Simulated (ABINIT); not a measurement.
# MgO2 (R-3m): changed settings of a GW run in ABINIT

What do changed inputs do to GW on MgO2 (R-3m)?

Program: ABINIT 10.8.3. Level of theory: LDA and many-body steps on it, plane waves. Results are calculated unless marked as measured.

## 1. The starting structure

Symmetry: R-3m, No. 166, trigonal system. Conventional cell: a = 3.210 Å, b = 3.210 Å, c = 10.482 Å, α = 90.00°, β = 90.00°, γ = 120.00°. Nearest to Mg lie 6 O at 2.11 Å. O has 1 O at 1.49 Å and 3 Mg at 2.11 Å nearest. Farther neighbours and most contacts between anions are not listed.

The cell and positions are those that the Materials Project relaxed with its own functionals (PBE, PBE+U or r2SCAN), kept fixed.

## 2. Screening, 4×4×4 mesh, 54 bands, screening to 152.4 eV

This step: ABINIT 10.8.3; RPA screening on LDA, plane waves, norm-conserving pseudopotentials.

The RPA dielectric matrix is built and inverted for each q.

The input, run.abi:

```
acell 3*1.0 Angstrom
rprim 
  1.604761016024 0.926509204586 3.493978874900
  -1.604761016024 0.926509204586 3.493978874900
  0.000000000000 -1.853018409173 3.493978874900
ntypat 2
znucl 12 8
natom 3
typat 1 2 2
xred 
  0.000000000000 0.000000000000 0.000000000000
  0.428786000000 0.428786000000 0.428786000000
  0.571214000000 0.571214000000 0.571214000000
pp_dirpath "pseudos"
pseudos "Mg.upf, O.upf"
ecut 38
ngkpt 4 4 4
nshiftk 1
shiftk 0 0 0
kptopt 1
chksymbreak 0
istwfk *1
occopt 1
irdwfk 1
optdriver 3
nband 54
ecuteps 5.6
inclvkb 2
awtr 1
symchi 1
indata_prefix "in"
outdata_prefix "out"
tmpdata_prefix "tmp"
```

Run with:

```bash
> OMP_NUM_THREADS=1 mpirun -n 4 abinit run.abi > log
```

Log:

```text
.Version 10.8.3 of ABINIT. v10.8.2 released Aug 2026.

 Symmetries : space group R-3 m (#166); Bravais hR (rhombohedral)
[... echo of the input left out ...]
== DATASET  1 ==================================================================
-   mpi_nproc: 4, omp_nthreads: 1 (-1 if OMP is not activated)

--- !DatasetInfo
iteration_state: {dtset: 1, }
dimensions: {natom: 3, nkpt: 13, mband: 54, nsppol: 1, nspinor: 1, nspden: 1, mpw: 2370, }
cutoff_energies: {ecut:  38.0, pawecutdg:  -1.0, }
electrons: {nelect:   2.20000000E+01, charge:   0.00000000E+00, occopt:   1.00000000E+00, tsmear:   1.00000000E-02, }

 SCREENING: Calculation of the susceptibility and dielectric matrices

 Based on a program developped by R.W. Godby, V. Olevano, G. Onida, and L. Reining.
 Incorporated in ABINIT by V. Olevano, G.-M. Rignanese, and M. Torrent.
.Using double precision arithmetic ; gwpc =  8

[... cell and pseudopotentials left out ...]
--------------------------------------------------------------------------------

 ==== K-mesh for the wavefunctions ====
 Number of points in the irreducible wedge :    13
[... list of points left out ...]
 Together with 12 symmetry operations and time-reversal symmetry
 yields    64 points in the full Brillouin Zone.

 ==== Q-mesh for the screening function ====
 Number of points in the irreducible wedge :    13
[... list of points left out ...]
 Together with 12 symmetry operations and time-reversal symmetry
 yields    64 points in the full Brillouin Zone.

 setmesh: FFT mesh size selected  =    30x   30x   30
          total number of points  =        27000

 vcoul_init : cutoff-mode = AUXILIARY_FUNCTION
 q-points for optical limit:   1
     1)      0.000010    0.000020    0.000030

- screening: taking advantage of time-reversal symmetry
- Maximum band index for partially occupied states nbvw = 11
- Remaining bands to be divided among processors   nbcw = 43
- Number of bands treated by each node ~10

 Number of electrons calculated from density =   22.0000; Expected =   22.0000
 average of density, n =  0.104591
 r_s =    1.3167
 omega_plasma =   31.1963 [eV]

 calculating chi0 at frequencies [eV] :
  1    0.000000E+00    0.000000E+00
  2    0.000000E+00    3.119628E+01

--------------------------------------------------------------------------------
  q-point number  1        q = ( 0.000000, 0.000000, 0.000000) [r.l.u.]
--------------------------------------------------------------------------------
[... chi0 elements left out ...]
 For q-point:  0.000010 0.000020 0.000030
  dielectric constant =   3.5303
  dielectric constant without local fields =   3.8822

  Average fulfillment of the sum rule on Im[epsilon] for q-point    1 :     44.19  [%]
[... wings left out ...]
  q-point number  2        q = ( 0.250000, 0.000000, 0.000000) [r.l.u.]
--------------------------------------------------------------------------------
[... chi0 elements left out ...]
  Average fulfillment of the sum rule on Im[epsilon] for q-point    2 :     57.97  [%]

 [... 11 further q-points ...]
```

Wall time 47 s (4 MPI ranks of Arm Neoverse N1, shared host); peak memory 0.8 GiB; 3.1 min of CPU time.

Numbers from this step:

```
ε∞ with local fields, on this mesh, along the program's q direction : 3.530
the same without local fields                                       : 3.882
plasma frequency                                                    : 31.20 eV
plane waves in the screening matrix                                 : 127
```

Local fields lower ε∞ by 9 %. On a Γ-centred mesh this coarse the value itself is usually too large, while a short band sum pulls it down.

## 3. Base

The self-energy is evaluated for the states that the input lists, and the levels follow from it, in one-shot runs by the linearised quasiparticle equation.

This step: G0W0 on LDA, plane waves, norm-conserving pseudopotentials.

run.abi, as its differences from that of step 2:

```diff
@@ -24,8 +24,17 @@
 irdwfk 1
-optdriver 3
+optdriver 4
 nband 54
+gwcalctyp 0
+ecutsigx 38
+symsigma 1
+nkptgw 2
+kptgw 
+  0.5000000000 0.5000000000 0.5000000000
+  0.0000000000 0.0000000000 0.0000000000
+bdgw 
+  10 13
+  10 13
 ecuteps 5.6
-inclvkb 2
-awtr 1
-symchi 1
+irdscr 1
+ppmodel 1
 indata_prefix "in"
```

Log:

```text
.Version 10.8.3 of ABINIT. v10.8.2 released Aug 2026.

 Symmetries : space group R-3 m (#166); Bravais hR (rhombohedral)
[... echo of the input left out ...]
== DATASET  1 ==================================================================
-   mpi_nproc: 4, omp_nthreads: 1 (-1 if OMP is not activated)

--- !DatasetInfo
iteration_state: {dtset: 1, }
dimensions: {natom: 3, nkpt: 13, mband: 54, nsppol: 1, nspinor: 1, nspden: 1, mpw: 2370, }
cutoff_energies: {ecut:  38.0, pawecutdg:  -1.0, }
electrons: {nelect:   2.20000000E+01, charge:   0.00000000E+00, occopt:   1.00000000E+00, tsmear:   1.00000000E-02, }

 SIGMA: Calculation of the GW corrections

 Based on a program developped by R.W. Godby, V. Olevano, G. Onida, and L. Reining.
 Incorporated in ABINIT by V. Olevano, G.-M. Rignanese, and M. Torrent.
.Using double precision arithmetic ; gwpc =  8

[... cell and pseudopotentials left out ...]
--------------------------------------------------------------------------------

 ==== K-mesh for the wavefunctions ====
 Number of points in the irreducible wedge :    13
[... list of points left out ...]
 Together with 12 symmetry operations and time-reversal symmetry
 yields    64 points in the full Brillouin Zone.

 ==== Q-mesh for screening function ====
 Number of points in the irreducible wedge :    13
[... list of points left out ...]
 Together with 12 symmetry operations and time-reversal symmetry
 yields    64 points in the full Brillouin Zone.

 vcoul_init : cutoff-mode = AUXILIARY_FUNCTION
 q-points for optical limit:   1
     1)      0.000010    0.000020    0.000030
 setmesh: FFT mesh size selected  =    45x   45x   45
          total number of points  =        91125

 Number of electrons calculated from density =   22.0000; Expected =   22.0000
 average of density, n =  0.104591
 r_s =    1.3167
 omega_plasma =   31.1963 [eV]

 === KS Band Gaps ===
  >>>> For spin  1
   Minimum direct gap =   2.1369 [eV], located at k-point      :   0.5000  0.5000  0.5000
   Fundamental gap    =   2.1369 [eV], Top of valence bands at :   0.5000  0.5000  0.5000
                                       Bottom of conduction at :   0.5000  0.5000  0.5000
 SIGMA fundamental parameters:
 PLASMON POLE MODEL  1
 number of plane-waves for SigmaX                 2365
 number of plane-waves for SigmaC and W            127
 number of plane-waves for wavefunctions          2365
 number of bands                                    54
 number of independent spin polarizations            1
 number of spinorial components                      1
 number of k-points in IBZ                          13
 number of q-points in IBZ                          13
 number of symmetry operations                      12
 number of k-points in BZ                           64
 number of q-points in BZ                           64
 number of frequencies for dSigma/dE                 9
 frequency step for dSigma/dE [eV]                0.25
 number of omega for Sigma on real axis              0
 max omega for Sigma on real axis  [eV]           0.00
 zcut for avoiding poles [eV]                     0.10

 EPSILON^-1 parameters (SCR file):
 dimension of the eps^-1 matrix on file            127
 dimension of the eps^-1 matrix used               127
 number of plane-waves for wavefunctions          2365
 number of bands                                    54
 number of q-points in IBZ                          13
 number of frequencies                               2
 number of real frequencies                          1
 number of imag frequencies                          1

 matrix elements of self-energy operator (all in [eV])

 Perturbative Calculation

--- !SelfEnergy_ee
iteration_state: {dtset: 1, }
kpoint     : [   0.500,    0.500,    0.500, ]
spin       : 1
KS_gap     :    2.137
QP_gap     :    5.008
Delta_QP_KS:    2.872
data: !SigmaeeData |
     Band     E0 <VxcDFT>   SigX SigC(E0)      Z dSigC/dE  Sig(E)    E-E0       E
       10   3.180 -20.478 -26.426   4.803   0.792  -0.262 -21.385  -0.907   2.273
       11   3.180 -20.478 -26.426   4.803   0.792  -0.262 -21.385  -0.907   2.273
       12   5.317 -18.094 -12.146  -3.518   0.808  -0.237 -16.130   1.965   7.281
       13   7.912  -9.710  -4.418  -3.710   0.862  -0.160  -8.346   1.364   9.275

--- !SelfEnergy_ee
iteration_state: {dtset: 1, }
kpoint     : [   0.000,    0.000,    0.000, ]
spin       : 1
KS_gap     :    5.188
QP_gap     :    7.581
Delta_QP_KS:    2.394
data: !SigmaeeData |
     Band     E0 <VxcDFT>   SigX SigC(E0)      Z dSigC/dE  Sig(E)    E-E0       E
       10   2.378 -19.584 -25.760   4.875   0.790  -0.266 -20.612  -1.028   1.350
       11   2.378 -19.584 -25.760   4.875   0.790  -0.266 -20.612  -1.028   1.350
       12   7.566 -11.433  -6.289  -3.544   0.854  -0.171 -10.067   1.366   8.932
       13   7.794 -20.079 -12.512  -4.415   0.755  -0.324 -17.698   2.381  10.175

== END DATASET(S) ==============================================================
================================================================================

 -outvars: echo values of variables after computation  --------
           etotal      0.0000000000E+00
            nband          54
             nkpt          13
          spgroup         166
 [... the other variables as echoed above ...]

 Calculation completed.
```

Run time: 6.5 s. Hardware: 4 MPI ranks; peak memory 0.7 GiB; 26 s of CPU time.

This step gave:

- G0W0 gap on the points computed: 5.008 eV
- starting gap on the mesh: 2.137 eV
- k of the valence top: 0.5, 0.5, 0.5
- k of the conduction bottom: 0.5, 0.5, 0.5
- Z at the valence top: 0.792
- Z at the conduction bottom: 0.808
- least direct G0W0 gap on the computed points: 5.008 eV

The gap on the mesh goes from 2.14 eV to 5.01 eV, a correction of +2.87 eV.

## 4. Coulomb singularity

run.abi, as its differences from that of step 3:

```diff
@@ -39,2 +39,3 @@
 ppmodel 1
+gw_icutcoul 3
 indata_prefix "in"
```

Log:

```text
.Version 10.8.3 of ABINIT. v10.8.2 released Aug 2026.

 Symmetries : space group R-3 m (#166); Bravais hR (rhombohedral)
[... echo of the input left out ...]
== DATASET  1 ==================================================================
-   mpi_nproc: 4, omp_nthreads: 1 (-1 if OMP is not activated)

--- !DatasetInfo
iteration_state: {dtset: 1, }
dimensions: {natom: 3, nkpt: 13, mband: 54, nsppol: 1, nspinor: 1, nspden: 1, mpw: 2370, }
cutoff_energies: {ecut:  38.0, pawecutdg:  -1.0, }
electrons: {nelect:   2.20000000E+01, charge:   0.00000000E+00, occopt:   1.00000000E+00, tsmear:   1.00000000E-02, }

 SIGMA: Calculation of the GW corrections

 Based on a program developped by R.W. Godby, V. Olevano, G. Onida, and L. Reining.
 Incorporated in ABINIT by V. Olevano, G.-M. Rignanese, and M. Torrent.
.Using double precision arithmetic ; gwpc =  8

[... cell and pseudopotentials left out ...]
--------------------------------------------------------------------------------

 ==== K-mesh for the wavefunctions ====
 Number of points in the irreducible wedge :    13
[... list of points left out ...]
 Together with 12 symmetry operations and time-reversal symmetry
 yields    64 points in the full Brillouin Zone.

 ==== Q-mesh for screening function ====
 Number of points in the irreducible wedge :    13
[... list of points left out ...]
 Together with 12 symmetry operations and time-reversal symmetry
 yields    64 points in the full Brillouin Zone.

 vcoul_init : cutoff-mode = CRYSTAL
 q-points for optical limit:   1
     1)      0.000010    0.000020    0.000030
 setmesh: FFT mesh size selected  =    45x   45x   45
          total number of points  =        91125

 Number of electrons calculated from density =   22.0000; Expected =   22.0000
 average of density, n =  0.104591
[...]
number of omega for Sigma on real axis              0
 max omega for Sigma on real axis  [eV]           0.00
 zcut for avoiding poles [eV]                     0.10

 EPSILON^-1 parameters (SCR file):
 dimension of the eps^-1 matrix on file            127
 dimension of the eps^-1 matrix used               127
 number of plane-waves for wavefunctions          2365
 number of bands                                    54
 number of q-points in IBZ                          13
 number of frequencies                               2
 number of real frequencies                          1
 number of imag frequencies                          1

 matrix elements of self-energy operator (all in [eV])

 Perturbative Calculation

--- !SelfEnergy_ee
iteration_state: {dtset: 1, }
kpoint     : [   0.500,    0.500,    0.500, ]
spin       : 1
KS_gap     :    2.137
QP_gap     :    4.938
Delta_QP_KS:    2.801
data: !SigmaeeData |
     Band     E0 <VxcDFT>   SigX SigC(E0)      Z dSigC/dE  Sig(E)    E-E0       E
       10   3.180 -20.478 -26.039   4.665   0.796  -0.256 -21.192  -0.714   2.466
       11   3.180 -20.478 -26.039   4.665   0.796  -0.256 -21.192  -0.714   2.466
       12   5.317 -18.094 -12.146  -3.379   0.812  -0.231 -16.008   2.087   7.403
[...]
--- !SelfEnergy_ee
iteration_state: {dtset: 1, }
kpoint     : [   0.000,    0.000,    0.000, ]
spin       : 1
KS_gap     :    5.188
QP_gap     :    7.515
Delta_QP_KS:    2.328
data: !SigmaeeData |
     Band     E0 <VxcDFT>   SigX SigC(E0)      Z dSigC/dE  Sig(E)    E-E0       E
[...]
12   7.566 -11.433  -6.289  -3.405   0.858  -0.165  -9.941   1.492   9.058
       13   7.794 -20.079 -12.512  -4.276   0.759  -0.318 -17.582   2.498  10.292

== END DATASET(S) ==============================================================
================================================================================

 -outvars: echo values of variables after computation  --------
           etotal      0.0000000000E+00
            nband          54
             nkpt          13
          spgroup         166
 [... the other variables as echoed above ...]

 Calculation completed.
```

Elapsed: 6.5 s, on 4 MPI ranks; peak memory 0.7 GiB.

This step gave:

```
G0W0 gap on the points computed              : 4.937 eV
starting gap on the mesh                     : 2.137 eV
k of the valence top                         : 0.5, 0.5, 0.5
k of the conduction bottom                   : 0.5, 0.5, 0.5
Z at the valence top                         : 0.796
Z at the conduction bottom                   : 0.812
least direct G0W0 gap on the computed points : 4.937 eV
```

Against G0W0 in ABINIT (4×4×4 mesh, 54 bands, screening to 152.4 eV, Godby-Needs plasmon pole), the gap moves by −0.071 eV.

## 5. The runs together

Times are wall times on 4 MPI ranks of Arm Neoverse N1, shared host, good to a factor of about two. A run's time includes the screening step that it read.

```
                run   mesh  bands  screening cutoff (eV)  DFT gap (eV)  gap on the mesh (eV)  direct (eV)  ε∞ used  time
               base  4×4×4     54                  152.4         2.137                 5.008        5.008     3.53  53 s
Coulomb singularity  4×4×4     54                  152.4         2.137                 4.937        4.937     3.53  53 s
```

## 6. What came out

| Property | Result |
| --- | --- |
| base | 5.008 eV |
| Coulomb singularity | 4.937 eV |
| known limits | not at the basis limit; coarse k mesh |

In words: Coulomb singularity: −0.071 eV against base (keys changed: gw_icutcoul). Bands and cutoff are finite, so the gap is not at the basis limit. The miss can reach some tenths of an eV and take either sign; the mesh is an error of its own. In the first G0W0 run levels were corrected at 2 k points alone, so a gap called «on the mesh» is the least over those, and an edge elsewhere would be missed. The 4×4×4 mesh is coarse for this cell, which bears on the long-range parts of exchange and screening.

[Paths, hosts, dates, memory and timing lines, banners, echoed tables and standing remarks are left out of the program output.]

[Logs are printed without paths, hosts, clocks, repeated set-up lines and the standing remarks that a program may print on its own settings, such as how far it seeks lower states.]

[Runs of the session that timed out or met a known fault of the program may be left out.]

[No measured gap is set beside runs whose start may be inverted or whose files or cutoffs have a known fault.]

[Hosts, paths, dates, database ids (printed as entryN), source tags and the programs' standing remarks are cut or masked in the printed files.]

[G0W0 gaps are taken among the corrected bands and points alone; a level outside them can change the order at an edge.]

[Where Ansatz stands beside ABINIT at settings called matched, ABINIT's density can come from a denser mesh and the files from another edition; pairs whose starting gaps differed by over 0.03 eV were left out, so agreement reads better than it is.]
